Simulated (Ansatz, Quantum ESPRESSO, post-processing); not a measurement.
# arsenene, 1 layer: response to a perpendicular field, part 2 of 2

How does arsenene, 1 layer respond to a gate-like field without added charge?

Quantum ESPRESSO 7.5; plane-wave DFT, PBE, GBRV ultrasoft pseudopotentials; geometry and cross-check by Ansatz 0.2.0 with PAW datasets.

So far. Step 13 (Band structure: field 0.3 V/Å): Along this path the valence top lies at Γ and the conduction bottom between Γ and M. Step 14 (Density by pp.x): The density integrates to 10.000 electrons, as the 10 of the input ask.

## 19. The same in Ansatz: field 0.1 V/Å

As a check, the same structure is run in Ansatz.

Level of this step: plane-wave DFT, PBE, Ansatz PAW (Ansatz 0.2.0).

Input file input.yaml:

```yaml
crystal:
  lattice:
    - [3.6075445749, 0.0, 0.0]
    - [-1.8037722875, 3.1242252472, 0.0]
    - [0.0, 0.0, 18.4]
  atoms:
    - { symbol: As, position: [0.6666666667, 0.3333333333, 0.4622142207] }
    - { symbol: As, position: [0.3333333333, 0.6666666667, 0.5377857793] }
kpoints:
  mp_grid: { grid: [12, 12, 1] }
hamiltonian:
  xc: pbe
scf:
  occupations: { method: fermi_dirac, width: 0.054 }
  convergence: { dr2_threshold: 1.0e-09 }
efield:
  axis: 3
  dipole_correction: true
  ramp_position: 0.97
  ramp_width: 0.04
  amplitude: 0.1
output:
  write_potential: true
  write_density: true
  volumetric_format: npy
```

Command:

```sh
$ ansatz run input.yaml --threads 4 --pin off --max-ram 8192MiB --backend cpu --events-out ev --progress --plain --runs-dir out
```

It took 2.3 s on 4 threads of Intel Xeon Platinum 8375C at 2.90GHz (Ice Lake), shared host; peak memory 0.48 GiB.

This step gave:

| Quantity | Value |
| --- | --- |
| free energy | -9712.2704 eV |
| Fermi energy | -1.434 eV |
| gap by band count | 1.640 eV |
| dipole along the normal | 0.02492 e·Å |

At 0.1 V/Å Ansatz's dipole is 0.0249 e Å against 0.0250 from pw.x.

## 20. Cross-check with Ansatz: field -0.1 V/Å

input.yaml, as its differences from the input of step 19:

```diff
@@ -20,3 +20,3 @@
   ramp_width: 0.04
-  amplitude: 0.1
+  amplitude: -0.1
 output:
```

Elapsed: 2.3 s, on 4 threads; peak memory 0.48 GiB; 8.2 s of CPU time.

This step gave:

* Fermi energy: -1.462 eV
* dipole along the normal: -0.02493 e·Å

## 21. Dipole against field, Ansatz

The dipole along the normal, dipole moment by applied field:

```tsv
applied field (V/Å)	dipole along the normal, dipole moment (e·Å)
-0.1000	-0.0249
0.0000	3.0e-5
0.1000	0.0249
```

## 22. SCF with pw.x, with eopreg = 0.01

A sensitivity test on the input.

Level of this step: plane-wave DFT, PBE, GBRV ultrasoft pseudopotentials (Quantum ESPRESSO 7.5).

Input file f1.w0.in:

```
&control
  prefix = 'f1.w0'
  outdir = './out'
  pseudo_dir = './pseudo'
  calculation = 'scf'
  tprnfor = .true.
  tefield = .true.
  dipfield = .true.
/
&system
  ibrav = 0
  nat = 2
  ntyp = 1
  ecutwfc = 40
  ecutrho = 200
  occupations = 'smearing'
  smearing = 'fd'
  degauss = 0.004
  edir = 3
  emaxpos = 0.97
  eopreg = 0.01
  eamp = 0.00194469
/
&electrons
  conv_thr = 1e-09
  mixing_beta = 0.4
  electron_maxstep = 120
  mixing_mode = 'plain'
/
ATOMIC_SPECIES
  As  74.9216  as_pbe_v1.uspp.F.UPF
CELL_PARAMETERS angstrom
  3.60754457493593 0.00000000000000 -0.00000000000000
  -1.80377228746797 3.12422524717925 0.00000000000000
  -0.00000000000000 0.00000000000000 18.40000000000000
ATOMIC_POSITIONS crystal
  As  0.666666666667 0.333333333333 0.462214220673
  As  0.333333333333 0.666666666667 0.537785779327
K_POINTS automatic
  12 12 1 0 0 0
```

Command:

```sh
$ OMP_NUM_THREADS=1 mpirun -n 4 pw.x -nk 4 -in f1.w0.in > f1.w0.out
```

Elapsed: 24 s, on 4 MPI ranks; peak memory 0.39 GiB; 94 s of CPU time.

Beside the run it was changed from:

```tsv
quantity	this run	unchanged run	difference
dipole along the normal (e·Å)	0.02492	0.02496	-4.2e-5
free energy (eV)	-1095.849	-1095.849	0
wall time (s)	24	21	
SCF iterations	10	7
```

The free energy moves by +0 meV an atom.

This run starts from superposed atoms, the unchanged one from a saved density, so their iteration counts don't compare.

The physical values in this table move by up to 0.17 %.

## 23. Ground state, with ecutwfc = 8 and ecutrho = 56

Another try, with an input changed as a hurried user might.

Input file f1.bad.in:

```
&control
  prefix = 'f1.bad'
  outdir = './out'
  pseudo_dir = './pseudo'
  calculation = 'scf'
  tprnfor = .true.
  tefield = .true.
  dipfield = .true.
/
&system
  ibrav = 0
  nat = 2
  ntyp = 1
  ecutwfc = 8
  ecutrho = 56
  occupations = 'smearing'
  smearing = 'fd'
  degauss = 0.004
  edir = 3
  emaxpos = 0.97
  eopreg = 0.04
  eamp = 0.00194469
/
&electrons
  conv_thr = 1e-09
  mixing_beta = 0.4
  electron_maxstep = 50
  mixing_mode = 'plain'
/
ATOMIC_SPECIES
  As  74.9216  as_pbe_v1.uspp.F.UPF
CELL_PARAMETERS angstrom
  3.60754457493593 0.00000000000000 -0.00000000000000
  -1.80377228746797 3.12422524717925 0.00000000000000
  -0.00000000000000 0.00000000000000 18.40000000000000
ATOMIC_POSITIONS crystal
  As  0.666666666667 0.333333333333 0.462214220673
  As  0.333333333333 0.666666666667 0.537785779327
K_POINTS automatic
  12 12 1 0 0 0
```

Command:

```sh
$ OMP_NUM_THREADS=1 mpirun -n 4 pw.x -nk 4 -in f1.bad.in > f1.bad.out
```

It took 2.9 s on 4 MPI ranks; peak memory 0.24 GiB.

Residual by cycle:

cycle, log10 residual and a bar from the least value:
```
        1       -1.6 #############################
        2       -1.5 ##############################
        3       -2.1 ############################
        4       -3.9 #####################
        5       -4.5 ##################
        6       -6.3 ###########
        7       -7.1 ########
        8       -8.2 ####
        9       -8.6 ##
       10       -9.1
```

The cycle converged. A setting was moved off its sound value on purpose, so this run is a test.

The fault put into the input: a cutoff far too low (system.ecutwfc = 8 and system.ecutrho = 56).

Beside the run it was changed from:

```tsv
quantity	this run	unchanged run	difference
dipole along the normal (e·Å)	0.02748	0.02496	0.0025
free energy (eV)	-1097.207	-1095.849	-1.4
wall time (s)	2.9	21	
SCF iterations	10	7
```

The free energy moves by -6.8e+02 meV an atom.

This run starts from superposed atoms, the unchanged one from a saved density, so their iteration counts don't compare.

The physical values in this table move by up to 10 %.

## 24. The arithmetic

α = Δp/E = (0.02496 − (0.00000)) e Å / 0.1 V/Å = 0.2496 e Å²/V; times e/(4πε₀) = 14.40 V Å this is 3.595 Å³. With A = 11.271 Å², 4πα/A = 4.008 Å.

## 25. Results

- polarisability along the normal, a cell: 3.59 Å³
- sheet polarisability 4πα/A: 4.01 Å
- dipole without a field: 0 e·Å
- Kohn-Sham ionisation potential, upper face: 5.39 eV
- gap along the path at 0 V/Å: 1.63 eV
- gap along the path at 0.2 V/Å: 1.63 eV
- gap along the path at 0.3 V/Å: 1.63 eV

In words: The sheet answers a field with a polarisability of 3.59 Å³ a cell, or 4πα/A = 4.01 Å (PBE, GBRV ultrasoft). In pw.x the dipole follows the field linearly over the range tried. A perfect conductor 4.01 Å thick would screen alike; the outer atoms lie 1.39 Å apart. At 0.1 V/Å the sheet takes 0.401 eV off the potential drop. At 0.2 V/Å the gap along the path is unchanged within 0.01 eV. Quantum ESPRESSO and Ansatz give 3.595 and 3.589 Å³ for the polarisability (pw.x from 0 and 0.1 V/Å, Ansatz from ±0.1 V/Å), which agree. The ions stay at their zero-field places, so this is the electrons' response alone. Semilocal gaps are too small, and in strong fields empty levels can belong to the vacuum. Spin-orbit coupling is left out; depending on the atoms that carry the levels of interest, it can split and shift them by tens to hundreds of meV.

[Logs are printed without paths, hosts, clocks, repeated set-up lines and the standing remarks that a program may print on its own settings, such as how far it seeks lower states.]

[Hosts, paths, dates, database ids (printed as entryN), source tags and the programs' standing remarks are cut or masked in the printed files.]

[Maps of the electrostatic potential energy from Ansatz leave out the sawtooth potential of an applied field or a dipole correction, so their vacuum need not be flat; planar profiles and work functions include it.]
